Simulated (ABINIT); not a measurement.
# Quasiparticle gap of SrTiO3 (I4/mcm) in ABINIT, part 2 of 2

Aim: the G0W0 gap of SrTiO3 (I4/mcm) on PBE, step by step.

ABINIT 10.8.3; PBE and many-body steps on it, plane waves. Known limits of the many-body steps: not at the basis limit; no spin-orbit coupling.

So far. Step 2 (Ground state): The gap is direct, at Γ. Step 3 (Empty states on the mesh, 4×4×4 mesh, 431 bands): On this mesh the gap is 1.925 eV.

**4. Screening, 4×4×4 mesh, 84 bands, screening to 76.2 eV**

The RPA dielectric matrix is built and inverted for each q.

This step: RPA screening on PBE, plane waves, norm-conserving pseudopotentials.

The input, run.abi:

```
acell 3*1.0 Angstrom
rprim 
  -2.755500000000 2.755500000000 3.898000000000
  2.755500000000 -2.755500000000 3.898000000000
  2.755500000000 2.755500000000 -3.898000000000
ntypat 3
znucl 38 22 8
natom 10
typat 1 1 2 2 3 3 3 3 3 3
xred 
  0.750000000000 0.250000000000 0.500000000000
  0.250000000000 0.750000000000 0.500000000000
  0.000000000000 0.000000000000 0.000000000000
  0.500000000000 0.500000000000 0.000000000000
  0.250000000000 0.250000000000 0.000000000000
  0.750000000000 0.750000000000 0.000000000000
  0.745100000000 0.245100000000 0.990200000000
  0.245100000000 0.254900000000 0.500000000000
  0.254900000000 0.754900000000 0.009800000000
  0.754900000000 0.745100000000 0.500000000000
pp_dirpath "pseudos"
pseudos "Sr.upf, Ti.upf, O.upf"
ecut 38
ngkpt 4 4 4
nshiftk 1
shiftk 0 0 0
kptopt 1
chksymbreak 0
istwfk *1
occopt 1
irdwfk 1
optdriver 3
nband 84
ecuteps 2.8
inclvkb 2
awtr 1
symchi 1
indata_prefix "in"
outdata_prefix "out"
tmpdata_prefix "tmp"
```

The run is started by

```console
OMP_NUM_THREADS=1 mpirun -n 16 abinit run.abi > log
```

Numbers of over 12 decimals in the logs are rounded to 6 here.

The program printed:

```text
.Version 10.8.3 of ABINIT. v10.8.2 released Aug 2026.

 Symmetries : space group I4/m c m (#140); Bravais tI (body-center tetrag.)
[... echo of the input left out ...]
== DATASET  1 ==================================================================
-   mpi_nproc: 16, omp_nthreads: 1 (-1 if OMP is not activated)

--- !DatasetInfo
iteration_state: {dtset: 1, }
dimensions: {natom: 10, nkpt: 13, mband: 84, nsppol: 1, nspinor: 1, nspden: 1, mpw: 8964, }
cutoff_energies: {ecut:  38.0, pawecutdg:  -1.0, }
electrons: {nelect:   8.00000000E+01, charge:   0.00000000E+00, occopt:   1.00000000E+00, tsmear:   1.00000000E-02, }

 SCREENING: Calculation of the susceptibility and dielectric matrices

 Based on a program developped by R.W. Godby, V. Olevano, G. Onida, and L. Reining.
 Incorporated in ABINIT by V. Olevano, G.-M. Rignanese, and M. Torrent.
.Using double precision arithmetic ; gwpc =  8

[... cell and pseudopotentials left out ...]
--------------------------------------------------------------------------------

 ==== K-mesh for the wavefunctions ====
 Number of points in the irreducible wedge :    13
[... list of points left out ...]
 Together with 16 symmetry operations and time-reversal symmetry
 yields    64 points in the full Brillouin Zone.

 ==== Q-mesh for the screening function ====
 Number of points in the irreducible wedge :    13
[... list of points left out ...]
 Together with 16 symmetry operations and time-reversal symmetry
 yields    64 points in the full Brillouin Zone.

 setmesh: FFT mesh size selected  =    60x   60x   60
          total number of points  =       216000

 vcoul_init : cutoff-mode = AUXILIARY_FUNCTION
 q-points for optical limit:   1
     1)      0.000010    0.000020    0.000030

- screening: taking advantage of time-reversal symmetry
- Maximum band index for partially occupied states nbvw = 40
- Remaining bands to be divided among processors   nbcw = 44
- Number of bands treated by each node ~2

 Number of electrons calculated from density =   80.0000; Expected =   80.0000
 average of density, n =  0.100136
 r_s =    1.3359
 omega_plasma =   30.5247 [eV]

 calculating chi0 at frequencies [eV] :
  1    0.000000E+00    0.000000E+00
  2    0.000000E+00    3.052467E+01

--------------------------------------------------------------------------------
  q-point number  1        q = ( 0.000000, 0.000000, 0.000000) [r.l.u.]
--------------------------------------------------------------------------------
[... chi0 elements left out ...]
 For q-point:  0.000010 0.000020 0.000030
  dielectric constant =   6.0743
  dielectric constant without local fields =   6.2918

  Average fulfillment of the sum rule on Im[epsilon] for q-point    1 :     31.03  [%]
[... wings left out ...]
  q-point number  2        q = ( 0.250000, 0.000000, 0.000000) [r.l.u.]
--------------------------------------------------------------------------------
[... chi0 elements left out ...]
  Average fulfillment of the sum rule on Im[epsilon] for q-point    2 :     46.77  [%]

 [... 11 further q-points ...]
```

It took 8.9 min on 16 MPI ranks of Arm Neoverse N1, shared host; peak memory 34 GiB.

Numbers from this step:

- ε∞ with local fields, on this mesh, along the program's q direction: 6.074
- the same without local fields: 6.292
- plasma frequency: 30.52 eV
- plane waves in the screening matrix: 169

Local fields lower ε∞ by 3 %.

**5. Self-energy, 4×4×4 mesh, 84 bands, screening to 76.2 eV**

The self-energy is evaluated for the states that the input lists, and the levels follow from it, in one-shot runs by the linearised quasiparticle equation.

This step: G0W0 on PBE, plane waves, norm-conserving pseudopotentials.

Changes to run.abi since step 4:

```diff
@@ -31,8 +31,15 @@
 irdwfk 1
-optdriver 3
+optdriver 4
 nband 84
+gwcalctyp 0
+ecutsigx 38
+symsigma 1
+nkptgw 1
+kptgw 
+  0.0000000000 0.0000000000 0.0000000000
+bdgw 
+  39 43
 ecuteps 2.8
-inclvkb 2
-awtr 1
-symchi 1
+irdscr 1
+ppmodel 1
 indata_prefix "in"
```

The program printed:

```text
.Version 10.8.3 of ABINIT. v10.8.2 released Aug 2026.

 Symmetries : space group I4/m c m (#140); Bravais tI (body-center tetrag.)
[... echo of the input left out ...]
== DATASET  1 ==================================================================
-   mpi_nproc: 16, omp_nthreads: 1 (-1 if OMP is not activated)

--- !DatasetInfo
iteration_state: {dtset: 1, }
dimensions: {natom: 10, nkpt: 13, mband: 84, nsppol: 1, nspinor: 1, nspden: 1, mpw: 8964, }
cutoff_energies: {ecut:  38.0, pawecutdg:  -1.0, }
electrons: {nelect:   8.00000000E+01, charge:   0.00000000E+00, occopt:   1.00000000E+00, tsmear:   1.00000000E-02, }

 SIGMA: Calculation of the GW corrections

 Based on a program developped by R.W. Godby, V. Olevano, G. Onida, and L. Reining.
 Incorporated in ABINIT by V. Olevano, G.-M. Rignanese, and M. Torrent.
.Using double precision arithmetic ; gwpc =  8

[... cell and pseudopotentials left out ...]
--------------------------------------------------------------------------------

 ==== K-mesh for the wavefunctions ====
 Number of points in the irreducible wedge :    13
[... list of points left out ...]
 Together with 16 symmetry operations and time-reversal symmetry
 yields    64 points in the full Brillouin Zone.

 ==== Q-mesh for screening function ====
 Number of points in the irreducible wedge :    13
[... list of points left out ...]
 Together with 16 symmetry operations and time-reversal symmetry
 yields    64 points in the full Brillouin Zone.

 vcoul_init : cutoff-mode = AUXILIARY_FUNCTION
 q-points for optical limit:   1
     1)      0.000010    0.000020    0.000030
 setmesh: FFT mesh size selected  =    72x   72x   72
          total number of points  =       373248

 Number of electrons calculated from density =   80.0000; Expected =   80.0000
 average of density, n =  0.100136
 r_s =    1.3359
 omega_plasma =   30.5247 [eV]

 === KS Band Gaps ===
  >>>> For spin  1
   Minimum direct gap =   1.9248 [eV], located at k-point      :   0.0000  0.0000  0.0000
   Fundamental gap    =   1.9248 [eV], Top of valence bands at :   0.0000  0.0000  0.0000
                                       Bottom of conduction at :   0.0000  0.0000  0.0000
 SIGMA fundamental parameters:
 PLASMON POLE MODEL  1
 number of plane-waves for SigmaX                 8873
 number of plane-waves for SigmaC and W            169
 number of plane-waves for wavefunctions          8873
 number of bands                                    84
 number of independent spin polarizations            1
 number of spinorial components                      1
 number of k-points in IBZ                          13
 number of q-points in IBZ                          13
 number of symmetry operations                      16
 number of k-points in BZ                           64
 number of q-points in BZ                           64
 number of frequencies for dSigma/dE                 9
 frequency step for dSigma/dE [eV]                0.25
 number of omega for Sigma on real axis              0
 max omega for Sigma on real axis  [eV]           0.00
 zcut for avoiding poles [eV]                     0.10

 EPSILON^-1 parameters (SCR file):
 dimension of the eps^-1 matrix on file            169
 dimension of the eps^-1 matrix used               169
 number of plane-waves for wavefunctions          8873
 number of bands                                    84
 number of q-points in IBZ                          13
 number of frequencies                               2
 number of real frequencies                          1
 number of imag frequencies                          1

 matrix elements of self-energy operator (all in [eV])

 Perturbative Calculation

--- !SelfEnergy_ee
iteration_state: {dtset: 1, }
kpoint     : [   0.000,    0.000,    0.000, ]
spin       : 1
KS_gap     :    1.925
QP_gap     :    3.709
Delta_QP_KS:    1.785
data: !SigmaeeData |
     Band     E0 <VxcDFT>   SigX SigC(E0)      Z dSigC/dE  Sig(E)    E-E0       E
       39   6.988 -20.200 -25.163   5.402   0.765  -0.307 -19.865   0.335   7.323
       40   6.988 -20.200 -25.163   5.402   0.765  -0.307 -19.865   0.335   7.323
       41   8.913 -18.885 -11.498  -4.675   0.781  -0.280 -16.765   2.120  11.033
       42   8.913 -18.885 -11.498  -4.675   0.781  -0.280 -16.765   2.120  11.033
       43   8.914 -18.886 -11.498  -4.675   0.781  -0.280 -16.765   2.120  11.034

== END DATASET(S) ==============================================================
================================================================================

 -outvars: echo values of variables after computation  --------
           etotal      0.0000000000E+00
            nband          84
             nkpt          13
          spgroup         140
 [... the other variables as echoed above ...]

 Calculation completed.
```

Wall time 13 s (16 MPI ranks); peak memory 7.9 GiB; 3.5 min of CPU time.

This step gave:

```yaml
g0w0_gap_on_the_points_computed: 3.710 eV
starting_gap_on_the_mesh: 1.925 eV
k_of_the_valence_top: 0, 0, 0
k_of_the_conduction_bottom: 0, 0, 0
z_at_the_valence_top: 0.765
z_at_the_conduction_bottom: 0.781
least_direct_g0w0_gap_on_the_computed_points: 3.710 eV
```

The gap on the mesh goes from 1.92 eV to 3.71 eV, a correction of +1.79 eV.

Limits: finite bands, cutoff and mesh; no spin-orbit coupling. v1 is the top filled band, c1 the lowest empty one. Levels before and after the correction, in eV, zero at the valence-band top of each column:

```
           conduction bottom  valence top
Kohn-Sham               1.92         0.00
     G0W0               3.71         0.00
```

```csv
,level,energy (eV)
Kohn-Sham,Γ v2-v1,0.000
Kohn-Sham,Γ c1-c3,1.925
G0W0,Γ v2-v1,0.000
G0W0,Γ c1-c3,3.710
```

**6. Where the time went**

Times are wall times on 16 MPI ranks of Arm Neoverse N1, shared host, good to a factor of about two.

```csv
step,time,share,memory (GiB)
ground state,2.2 min,10 %,1.9
empty states on the mesh,11 min,49 %,2.2
screening,8.9 min,40 %,34
self-energy,13 s,1 %,7.9
```

**7. Results**

```json
{
 "PBE gap": "1.92 eV, direct",
 "G0W0 gap on the mesh": "3.71 eV",
 "GW settings": "4×4×4 mesh, 84 bands, screening to 76.2 eV, Godby-Needs plasmon pole",
 "known limits": "not at the basis limit; no spin-orbit coupling"
}
```

G0W0 moves the gap on the mesh from 1.92 eV to 3.71 eV (+1.79 eV), with Z of 0.77 and 0.78 at the edges. Local fields lower the RPA ε∞ on this mesh from 6.29 to 6.07. Only 1 of the mesh's irreducible points was corrected, so a valley elsewhere could overtake. Bands and cutoff are finite, so the gap is not at the basis limit. The miss can reach some tenths of an eV and take either sign; the mesh is an error of its own. In the G0W0 run levels were corrected at 1 k point alone, so a gap called «on the mesh» is the least over those, and an edge elsewhere would be missed. The many-body steps are scalar-relativistic: spin-orbit coupling is not in them.

[Paths, hosts, dates, memory and timing lines, banners, echoed tables and standing remarks are left out of the program output.]

[Logs are printed without paths, hosts, clocks, repeated set-up lines and the standing remarks that a program may print on its own settings, such as how far it seeks lower states.]

[Runs of the session that timed out or met a known fault of the program may be left out.]

[Hosts, paths, dates, database ids (printed as entryN), source tags and the programs' standing remarks are cut or masked in the printed files.]

[G0W0 gaps are taken among the corrected bands and points alone; a level outside them can change the order at an edge.]

[Where Ansatz stands beside ABINIT at settings called matched, ABINIT's density can come from a denser mesh and the files from another edition; pairs whose starting gaps differed by over 0.03 eV were left out, so agreement reads better than it is.]
